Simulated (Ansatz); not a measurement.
# BiP (model cell, started as zinc blende): phonons and vibrational spectra, part 2 of 2

Task: relax BiP (model cell, started as zinc blende), then find its harmonic phonons.

Ansatz 0.2.0; DFT r2SCAN, scalar-relativistic, plane waves, PAW.

So far. Step 3 (Tight relaxation): The forces vanish by symmetry and the pressure is 0.000 GPa, within the tolerances set. The cell now holds 33.78 Å³/atom. The relaxed cell has a = 6.465 Å (conventional setting).

The structure was built from a prototype and need not be the compound's stable phase.

## Step 4: Zone-centre response

The zone centre comes first: it holds the modes that light can see, as far as symmetry allows. No field response is asked, since the mesh shows no gap.

The input, input.yaml:

```yaml
crystal:
  lattice:
    - [0.0, 3.2326122068, 3.2326122068]
    - [3.2326122068, 0.0, 3.2326122068]
    - [3.2326122068, 3.2326122068, 0.0]
  atoms:
    - { symbol: Bi, position: [0.0, 0.0, 0.0] }
    - { symbol: P, position: [0.25, 0.25, 0.25] }
kpoints:
  mp_grid: { grid: [12, 12, 12] }
hamiltonian:
  xc: r2scan
scf:
  occupations: { method: methfessel_paxton, width: 0.2 }
output:
  eigenvalues: true
phonons:
  method: dfpt
```

Started as:

```console
> ansatz run input.yaml --threads 4 --pin off --max-ram 7168MiB --backend cpu --events-out ev --progress --plain --runs-dir out
```

Numbers of over 12 decimals in the logs are rounded to 6 here.

Log:

```text
[...]
Crystal: 2 atoms, lattice volume = 67.560 Å³
Basis set: ecut = 500 eV, 1687 PW (Γ), exchange–correlation on 180×180×180 points (125 copies of the dense FFT grid, shifted against one another)
Bands: 14, of which v1, the nominal top of the filled ones, is band 10 counted from 1 (9 counted from 0)
Symmetry: 24 space group operations
k-points: 280 of 1728 (irreducible under 4 space group operations, time reversal used)
[...]
SCF iter   1: F=—  HF=-13169.388003 eV  |F-HF|=—  |Δ(HF+E_count)|=         —  Δρ=2.93e-3  dr2=5.09e-3  dr2_τ=2.65e-3  ethr=1.77e-3  ⟨swp⟩=5.4  Hψ=22736  notcnv=0
[...]
SCF iter  10: F=-13169.392036 eV  HF=-13169.392036 eV  |F-HF|=3.64e-12  |Δ(HF+E_count)|=  9.64e-11  S|Δr|=    0.00e0  Δρ=7.36e-8  dr2=7.11e-12  dr2_τ=7.25e-14  ethr=1.00e-12  ⟨swp⟩=8.7  Hψ=25393  notcnv=0
SCF 1 converged in 10 iterations: F = -13169.392036 eV  dr2 = 7.11e-12
[...]
DFPT response loops at Γ: preconditioner auto → Kerker (q_TF=auto, 2.227 Å⁻¹) (partly filled bands, converged f_vac=0.034); β = 1.00, the filter's whole step (`scf.mixing.beta` (0.50) is not read by the response loops under this deck's `scf.mixing.preconditioner`; to damp them name `kerker` or `kerker_dos`, under which they read `scf.mixing.beta`, and type it under 1.00, their step now; both keys bind the ground state too); Broyden in place of MSR1
SCF converged after 10 iterations
[...]
Free energy (F): -13169.392036 eV
[...]
Internal energy: -13169.391040 eV  (E = F + TS)
E sigma→0 (E₀):  -13169.391787 eV
Entropy (-TS):   -0.000996 eV (-0.498 meV/atom)
Fermi energy:    6.391544 eV
[...]
--- Band table (eV; the first three rows and the last of 280) ---
  k-point 0: bands = [... 6 lower, 0.1073, 4.4399, 4.4399, 4.4399, 7.2908, 7.2908, 7.2908, 10.8946]
  k-point 1: bands = [... 6 lower, -0.1240, 4.3529, 4.3529, 4.4394, 7.3867, 7.4155, 7.4155, 11.2204]
  k-point 2: bands = [... 6 lower, -0.7112, 4.1459, 4.1459, 4.3591, 7.7153, 7.7153, 7.7796, 11.9679]
  k-point 279: bands = [... 6 lower, -4.0964, 2.1252, 2.1946, 6.7738, 8.0444, 8.9089, 10.1287, 12.7415]
--- Phonons (Γ-DFPT): 2 representative perturbations + reference, on 280 of 1728 k-points (Σ response iterations 15) ---
  k mesh reduced under 4 symmetry operations, with k and −k counted as one. Each operation leaves every solved perturbation unchanged. A smaller set is not considered because the functional reads the kinetic-energy density
  ASR residual: 1.084e-4 → 0.000e0 eV/Å²; symmetrization residual: 6.276e-6 eV/Å²
  ASR residual per site (eV/Å²): 3.34e-5 1.08e-4
  Γ frequencies (cm⁻¹): 0.00 0.00 0.00 217.53 217.53 217.53
  non-analytic LO–TO correction: not included (Born effective charges unavailable; polar crystals: no LO–TO splitting at Γ)
```

Run time: 77 s. Hardware: 4 threads of Arm Neoverse V2, shared host; peak memory 2.5 GiB.

Reading the cycles: dr2 is the Hartree energy of the density residual (eV), the measure of convergence; HF is the Harris–Foulkes estimate of the energy, which meets the free energy F at convergence.

Numbers from this step:

```
sum-rule residual before enforcement                    : 1.08e-4 eV/Å²
point group                                             : -43m
highest optical mode at the zone centre (no LO-TO term) : 217.5 cm⁻¹
lowest optical zone-centre mode                         : 217.5 cm⁻¹
```

Patterns of degenerate modes are one choice out of their space. Modes at Γ, with each element's share of the kinetic energy:

| mode | frequency (cm⁻¹) | symmetry | Bi % | P % |
| --- | --- | --- | --- | --- |
| 1 | 0.0 | acoustic | 87 | 13 |
| 2 | 0.0 | acoustic | 87 | 13 |
| 3 | 0.0 | acoustic | 87 | 13 |
| 4 | 217.5 | T2 | 13 | 87 |
| 5 | 217.5 | T2 | 13 | 87 |
| 6 | 217.5 | T2 | 13 | 87 |

Displacements in mode 4 (217.5 cm⁻¹), the largest set to 1:
```
Bi1  0.00 -0.15  0.00
P2   0.00  1.00  0.00
```

Before it was imposed, the acoustic sum rule was missed by 1.1e-4 eV/Å². Small misses are needed for a sound result but don't prove that mesh and cutoff are converged. The lowest optical mode is real, 218 cm⁻¹.

## Step 5: The dispersion

Stability and thermal properties need the whole zone. Linear response on a 2×2×2 q mesh gives force constants as far as a supercell of that size would.

Edit input.yaml of step 4 so:

```diff
@@ -18 +18,8 @@
   method: dfpt
+  qmesh: [2, 2, 2]
+  temperatures: { t_max: 1000, t_step: 50 }
+  qpath:
+    path:
+      - [[0.0, 0.0, 0.0], [-0.5, -0.5, 0.0], [-0.375, -0.375, 0.25]]
+      - [[-0.375, 0.0, 0.375], [0.0, 0.0, 0.0], [0.0, 0.0, 0.5], [-0.5, -0.25, 0.25], [-0.5, -0.5, 0.0]]
+    npoints: 10
```

Log:

```text
Warning: phonons: the dynamical matrix that this run interpolates holds no multipole term above the dipole-dipole one, and a site of this crystal is no centre of inversion, so its interpolated transverse optical and acoustic branches and sound speeds can stay off near Gamma, and the density of states and the thermodynamics with them. What a run solves at a wave vector of phonons.qpoints, Gamma apart, where the deck admits one, is free of this, and under fd what a larger phonons.supercell samples
[...]
Crystal: 2 atoms, lattice volume = 67.560 Å³
Basis set: ecut = 500 eV, 1687 PW (Γ), exchange–correlation on 180×180×180 points (125 copies of the dense FFT grid, shifted against one another)
Bands: 14, of which v1, the nominal top of the filled ones, is band 10 counted from 1 (9 counted from 0)
Symmetry: 24 space group operations
k-points: 280 of 1728 (irreducible under 4 space group operations, time reversal used)
[...]
SCF iter   1: F=—  HF=-13169.388003 eV  |F-HF|=—  |Δ(HF+E_count)|=         —  Δρ=2.93e-3  dr2=5.09e-3  dr2_τ=2.65e-3  ethr=1.77e-3  ⟨swp⟩=5.4  Hψ=22736  notcnv=0
[...]
SCF iter  10: F=-13169.392036 eV  HF=-13169.392036 eV  |F-HF|=3.64e-12  |Δ(HF+E_count)|=  9.64e-11  S|Δr|=    0.00e0  Δρ=7.36e-8  dr2=7.11e-12  dr2_τ=7.25e-14  ethr=1.00e-12  ⟨swp⟩=8.7  Hψ=25393  notcnv=0
SCF 1 converged in 10 iterations: F = -13169.392036 eV  dr2 = 7.11e-12
[...]
Basis set: ecut = 500 eV, 1687 PW (Γ), exchange–correlation on 144×144×144 points (64 copies of the dense FFT grid, shifted against one another)
k-points: 72 of 1728 (time reversal used)
[...]
SCF iter   3: F=-13169.392036 eV  HF=-13169.392036 eV  |F-HF|=7.28e-12  |Δ(HF+E_count)|=  2.18e-11  S|Δr|=    0.00e0  Δρ=7.30e-8  dr2=2.68e-12  dr2_τ=1.39e-13  ethr=1.00e-12  ⟨swp⟩=1.1  Hψ=2309  notcnv=0
SCF 2 converged in 3 iterations: F = -13169.392036 eV  dr2 = 2.68e-12
phonons: the bands overlap, so this run is a metal and interpolates without the dipole-dipole term. If the crystal is really an insulator or semiconductor, its LO-TO splitting is missing
[...]
NSCF: frozen V_eff on 72 k-points
WARN: eigensolver did not converge in 32 slots of this pass, the one above among them; of largest residual over every band (k=15): 1 band(s) unlocked (lowest unlocked band 13, counted from 0; max residual 1.88e-1 eV among the unlocked bands, 1.88e-1 eV over every band); of lowest unlocked band (k=2): band 13
[...]
SCF converged after 10 iterations
[...]
Free energy (F): -13169.392036 eV
[...]
Internal energy: -13169.391040 eV  (E = F + TS)
E sigma→0 (E₀):  -13169.391787 eV
Entropy (-TS):   -0.000996 eV (-0.498 meV/atom)
Fermi energy:    6.391544 eV
[...]
--- Band table (eV; the first three rows and the last of 280) ---
  k-point 0: bands = [... 6 lower, 0.1073, 4.4399, 4.4399, 4.4399, 7.2908, 7.2908, 7.2908, 10.8946]
  k-point 1: bands = [... 6 lower, -0.1240, 4.3529, 4.3529, 4.4394, 7.3867, 7.4155, 7.4155, 11.2204]
  k-point 2: bands = [... 6 lower, -0.7112, 4.1459, 4.1459, 4.3591, 7.7153, 7.7153, 7.7796, 11.9679]
  k-point 279: bands = [... 6 lower, -4.0964, 2.1252, 2.1946, 6.7738, 8.0444, 8.9089, 10.1287, 12.7415]
[...]
ASR residual: 1.084e-4 → 0.000e0 eV/Å²; symmetrization residual: 6.276e-6 eV/Å²
  ASR residual per site (eV/Å²): 3.34e-5 1.08e-4
  Γ frequencies (cm⁻¹): 0.00 0.00 0.00 217.53 217.53 217.53
--- Phonons (arbitrary-q DFPT): 3 irreducible q on the 2×2×2 mesh ---
  q = [0.0000, 0.0000, 0.0000] (star 1, of the zone-centre solve; hermiticity 2.67e-6, symmetrization 1.28e-13): 0.00 0.00 0.00 217.53 217.53 217.53
  q = [0.0000, 0.0000, -0.5000] (star 4, 2 solved perturbations on 476 of 1728 k-point pairs; hermiticity 1.87e-6, symmetrization 2.53e-13): 6.83 6.83 82.75 190.65 190.65 190.76
  q = [0.0000, -0.5000, -0.5000] (star 3, 4 solved perturbations in 886 linear systems a pass and spin channel, the states on 280 of 1728 k-point pairs; hermiticity 1.05e-5, symmetrization 6.47e-13): -56.73 -56.73 64.24 74.37 74.37 221.97
  sum rule: each row above includes the acoustic sum rule's correction from the zone centre's row sums; it moved no ω² by more than (0.98 cm⁻¹)²
  mesh force constants: q→R imaginary residual 1.09e-17; ASR residual 1.084e-4 → 0.000e0 eV/Å²; symmetrization residual 3.553e-15 eV/Å²
  interpolated dispersion: 62 rows × 6 modes
  density of states and harmonic sums: on the 18×18×18 q-mesh, interpolated from the force constants of a 2×2×2 supercell (no non-analytic term)
  largest difference from the sums on the solved wave vectors: F 1.10e-1 eV, S 1.15e-4 and C_V 1.33e-5 eV/K
  zero-point energy: 0.037866 eV/cell   skipped modes (ω ≤ 0): 214, of them read as no rigid motion or as one in doubt: 211 (1.070e0 modes/cell left out, lowest -59.45 cm⁻¹)   left out of the sums: 1.78e-1 of the cell's modes: C_V's classical limit lies that fraction below 3 k_B per atom; for a crystal, a wire or a layer, F and S can be off by more, and a phonons.interpolated_qmesh denser along its periods is the remedy for the sampling
```

The job ended after 5.3 min (4 threads; peak memory 3 GiB).

This step gave:

| Item | Value |
| --- | --- |
| lowest frequency on the path | -59.47 cm⁻¹ |
| highest frequency on the path or at a solved wavevector | 226.2 cm⁻¹ |
| lowest mode on the q mesh (acoustic modes at Γ apart) | -56.73 cm⁻¹ |

Frequencies (cm⁻¹) solved at each irreducible wavevector; negative means imaginary. Frequencies by wavevector, by row:

| q in reciprocal lattice units | star | mode 1 | mode 2 | mode 3 | mode 4 | mode 5 | mode 6 |
| --- | --- | --- | --- | --- | --- | --- | --- |
| 0 0 0 | 1 | 0 | 0 | 0 | 217.5 | 217.5 | 217.5 |
| 0 0 -0.5 | 4 | 6.8 | 6.8 | 82.8 | 190.7 | 190.7 | 190.8 |
| 0 -0.5 -0.5 | 3 | -56.7 | -56.7 | 64.2 | 74.4 | 74.4 | 222 |

Interpolated from a 2×2×2 q mesh. The phonon branches at the labelled points (cm⁻¹):

| point | branch 1 | branch 2 | branch 3 | branch 4 | branch 5 | branch 6 |
| --- | --- | --- | --- | --- | --- | --- |
| Γ | 0 | 0 | 0 | 218 | 218 | 218 |
| halfway | -15 | -15 | 58 | 171 | 171 | 226 |
| X | -57 | -57 | 64 | 74 | 74 | 222 |
| halfway | -45 | -40 | 64 | 85 | 86 | 216 |
| U | -26 | 30 | 67 | 115 | 116 | 202 |
| jump to K | -26 | 30 | 67 | 115 | 116 | 202 |
| halfway | -15 | 30 | 66 | 186 | 199 | 200 |
| Γ | 0 | 0 | 0 | 218 | 218 | 218 |
| halfway | -3 | -3 | 64 | 203 | 205 | 205 |
| L | 7 | 7 | 83 | 191 | 191 | 191 |
| halfway | -25 | 37 | 75 | 148 | 178 | 182 |
| W | -60 | 50 | 68 | 101 | 165 | 171 |
| halfway | -59 | 32 | 65 | 90 | 102 | 209 |
| X | -57 | -57 | 64 | 74 | 74 | 222 |

The phonon branches as a text plot (rows in cm⁻¹):

```
    220 |***************            ******                     **
    208 |  *            **       ****     ***                **
    196 |   *             **    **           ******         *
    185 |    **             *****                 ******   *
    173 |      *             **                     * *****
    161 |                   *                        *   ***
    149 |       *                                     *
    137 |                  *                           *
    125 |        *                                      *   *
    113 |                **                                  *
    101 |         **    *                                ****
     89 |              **                                    **
     77 |           ***                      ***********       **
     65 |       *****************           *           *********
     54 |    ***                 ***       *             ***
     42 |   *              *****          *           ***   **
     30 |  *              *     *   *    *           *
     18 | *              *       *** *  *          **
      6 | *****                     **        *****           *
     -6 |*                        ************     **
    -18 |      *        *  *******                   *
    -30 |       **       **                           **
    -42 |         **   **                               *      *
    -54 |           ***                                  ********
         Γ           X  U|K            Γ         L        W     X
```

Tetrahedra on a 18×18×18 mesh, mean over bins of 5 cm-1. Interpolated from a 2×2×2 q mesh. Table of phonon density of states by wavenumber; read off at these points:

| wavenumber (cm⁻¹) | phonon density of states (1/cm⁻¹/cell) |
| --- | --- |
| -58 | 0.00452 |
| -48 | 0.0118 |
| -38 | 0.0154 |
| -28 | 0.0210 |
| -18 | 0.0344 |
| -8 | 0.0195 |
| 2 | 0.0116 |
| 12 | 0.0189 |
| 22 | 0.0204 |
| 32 | 0.0216 |
| 42 | 0.0249 |
| 52 | 0.00413 |
| 62 | 0.0188 |
| 68 | 0.0672 |
| 72 | 0.0614 |
| 82 | 0.00899 |
| 88 | 0.00404 |
| 98 | 0.00698 |
| 108 | 0.0104 |
| 118 | 0.0111 |
| 128 | 0.0122 |
| 138 | 0.0140 |
| 148 | 0.0163 |
| 158 | 0.0200 |
| 168 | 0.0253 |
| 178 | 0.0331 |
| 188 | 0.0503 |
| 198 | 0.0356 |
| 208 | 0.0303 |
| 218 | 0.0260 |
| 228 | 8.7e-4 |

The partial phonon density of states has structure finer than the step of the table below, so its rows give means over 10 cm⁻¹, whole bins alone (the curve runs from -67.5 to 243 cm⁻¹). Peaks (cm⁻¹: height): Bi -16.8: 0.0292, 43.8: 0.0214, 69.2: 0.0688; P -36.3: 0.00806, 188.4: 0.0468.

Phonopy on the run's constants, 15x15x15 mesh, Gaussian sigma 2.2 cm-1. Interpolated from a 2×2×2 q mesh. The partial phonon density of states by wavenumber; means over each step; values in 1/cm⁻¹/cell:

| wavenumber (cm⁻¹) | Bi | P |
| --- | --- | --- |
| -60 | 0.00131 | 0.00215 |
| -50 | 0.00514 | 0.00591 |
| -40 | 0.00857 | 0.00575 |
| -30 | 0.0135 | 0.00560 |
| -20 | 0.0227 | 0.00580 |
| -10 | 0.0214 | 0.00456 |
| 0 | 0.00989 | 0.00232 |
| 10 | 0.0138 | 0.00274 |
| 20 | 0.0159 | 0.00306 |
| 30 | 0.0181 | 0.00365 |
| 40 | 0.0199 | 0.00313 |
| 50 | 0.0102 | 0.00114 |
| 60 | 0.0151 | 7.2e-4 |
| 70 | 0.0572 | 0.00204 |
| 80 | 0.0195 | 0.00150 |
| 90 | 0.00336 | 0.00230 |
| 100 | 0.00393 | 0.00387 |
| 110 | 0.00460 | 0.00689 |
| 120 | 0.00348 | 0.00695 |
| 130 | 0.00335 | 0.00968 |
| 140 | 0.00316 | 0.0112 |
| 150 | 0.00295 | 0.0134 |
| 160 | 0.00322 | 0.0178 |
| 170 | 0.00351 | 0.0228 |
| 180 | 0.00485 | 0.0348 |
| 190 | 0.00501 | 0.0406 |
| 200 | 0.00315 | 0.0314 |
| 210 | 0.00227 | 0.0275 |
| 220 | 0.00116 | 0.0191 |
| 230 | 7.6e-5 | 0.00170 |

Second derivatives of the energy by pair, one row for each kind of neighbour of each atom listed. Each entry sums the pair over the periodic images of the supercell that the q mesh stands for, and in a polar crystal it holds the long-range dipole part too. Force constants by pair, by row:

| atom | neighbour | distance (Å) | third of the trace (eV/Å²) | along the pair's line (eV/Å²) |
| --- | --- | --- | --- | --- |
| Bi1 | itself | 0 | 4.222 | – |
| Bi1 | P | 2.8 | -1.09 | -2.322 |
| Bi1 | Bi | 4.572 | 0.2259 | -0.1127 |
| Bi1 | P | 5.361 | -0.0839 | -0.3991 |
| Bi1 | Bi | 6.465 | -0.8832 | -0.8832 |
| P2 | itself | 0 | 3.077 | – |
| P2 | Bi | 2.8 | -1.09 | -2.322 |
| P2 | P | 4.572 | 0.3649 | -0.1997 |
| P2 | Bi | 5.361 | -0.0839 | -0.3991 |
| P2 | P | 6.465 | -0.5718 | -0.5718 |

Symmetry leaves 3 wavevectors to solve. The lowest mode among them, the acoustic zeros apart, lies at q = (0, -0.5, -0.5) and is imaginary, 56.7i cm⁻¹, so the energy falls along it.

## Step 6: Results

| Item | Value |
| --- | --- |
| space group after relaxation (within 0.01 Å) | F-43m |
| volume per atom | 33.8 Å³ |
| electronic character | no gap on this mesh |
| highest optical mode at the zone centre (no LO-TO term) | 218 cm⁻¹ |
| lowest optical zone-centre mode | 218 cm⁻¹ |
| lowest mode on the q mesh (acoustic modes at Γ apart) | -56.7 cm⁻¹ |
| highest frequency on the path or at a solved wavevector | 226 cm⁻¹ |
| imaginary modes on the 2×2×2 q mesh | yes |

In words: Modes are clearly imaginary (beyond 10i cm⁻¹) at 1 of the 3 irreducible wavevectors, most at q = (0, -0.5, -0.5) (56.7i cm⁻¹), so this structure is not a minimum of the energy. The optical modes at Γ form one degenerate level at 218 cm⁻¹. The highest mode in this list at Γ, 217.5 cm⁻¹, is mostly motion of P (87 % of the kinetic energy). With no gap, or one that is small against the smearing, the frequencies hang on the k mesh and the smearing, most of all near Kohn anomalies. Spin-orbit coupling is left out, which can matter for the heavy elements here. A phonon run warned that its eigensolver left some bands unconverged in a pass. The starting cell was built on a prototype and not taken from a measurement, so the phase need not exist. These are harmonic frequencies at zero temperature: anharmonic shifts, linewidths and thermal expansion are left out.

[Logs are printed without paths, hosts, clocks, repeated set-up lines and the standing remarks that a program may print on its own settings, such as how far it seeks lower states.]

[Hosts, paths, dates, database ids (printed as entryN), source tags and the programs' standing remarks are cut or masked in the printed files.]
